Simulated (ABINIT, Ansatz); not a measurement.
Entries from a set of simulations; values are calculated unless marked as measured.

## A GW chain in ABINIT: AlN (P6_3mc)

The structure is hexagonal, space group P6_3mc (No. 186). Conventional cell: a = 3.113 Å, b = 3.113 Å, c = 4.981 Å, α = 90.00°, β = 90.00°, γ = 120.00°. Nearest to Al lie 4 N at 1.89 Å. Nearest to N lie 4 Al at 1.89 Å. Farther neighbours, and contacts between anions beyond the nearest, are not listed.

| Item | Value |
| --- | --- |
| method | RPA screening on PBE, plane waves, norm-conserving pseudopotentials (and 2 further levels or steps) |
| program | ABINIT 10.8.3 |
| settings | cutoff 36 Ha, PseudoDojo scalar-relativistic 0.4.1 standard, norm-conserving, potential set dojo-sr-pbe-0.4.1-standard, ngkpt (6, 6, 4), nband 229, ecuteps 9.1 Ha, inclvkb 2, shiftk (0, 0, 0), symchi 1, awtr 1, frequency ppm, 6×6×4 k-mesh |
| cost | 5 runs, 10 min in all on 4 MPI ranks of Arm Neoverse V1, shared host |
| notes | The database entry behind the starting cell differs from other determinations of this structure. The program’s warnings: nkpt*nsppol () is not a multiple of nproc spkpt (). The cell and positions come from the Crystallography Open Database and are kept as given unless a step says otherwise. |
| PBE gap | 4.22 eV, direct |
| G0W0 gap on the mesh | 5.63 eV |
| GW settings | 6×6×4 mesh, 229 bands, screening to 247.6 eV, Godby-Needs plasmon pole |
| known limits | short of the basis limit |

G0W0 moves the gap on the mesh from 4.22 eV to 5.63 eV (+1.41 eV), with Z of 0.79 and 0.82 at the edges. Local fields lower the RPA ε∞ on this mesh from 4.64 to 4.21.

[Paths, hosts, dates, memory and timing lines, banners, echoed tables and standing remarks are left out of the program output; an Ansatz launch command may be rebuilt from the run's recorded settings. Measured values are a selection of at most five: reports struck by readers or far from the other reports are left out. None is set beside runs whose start may be inverted or whose files or cutoffs have a known fault.]

[Runs of the session that timed out or met a known fault of the program may be left out.]

[Hosts, paths, dates, database ids (printed as entryN), source tags and the programs' standing remarks are cut or masked in the printed files.]

[G0W0 gaps are taken among the corrected bands and points alone; a level outside them can change the order at an edge.]

[Where Ansatz stands beside ABINIT at settings called matched, ABINIT's density can come from a denser mesh and the files from another edition; pairs whose starting gaps differed by over 0.03 eV were left out, so agreement reads better than it is.]
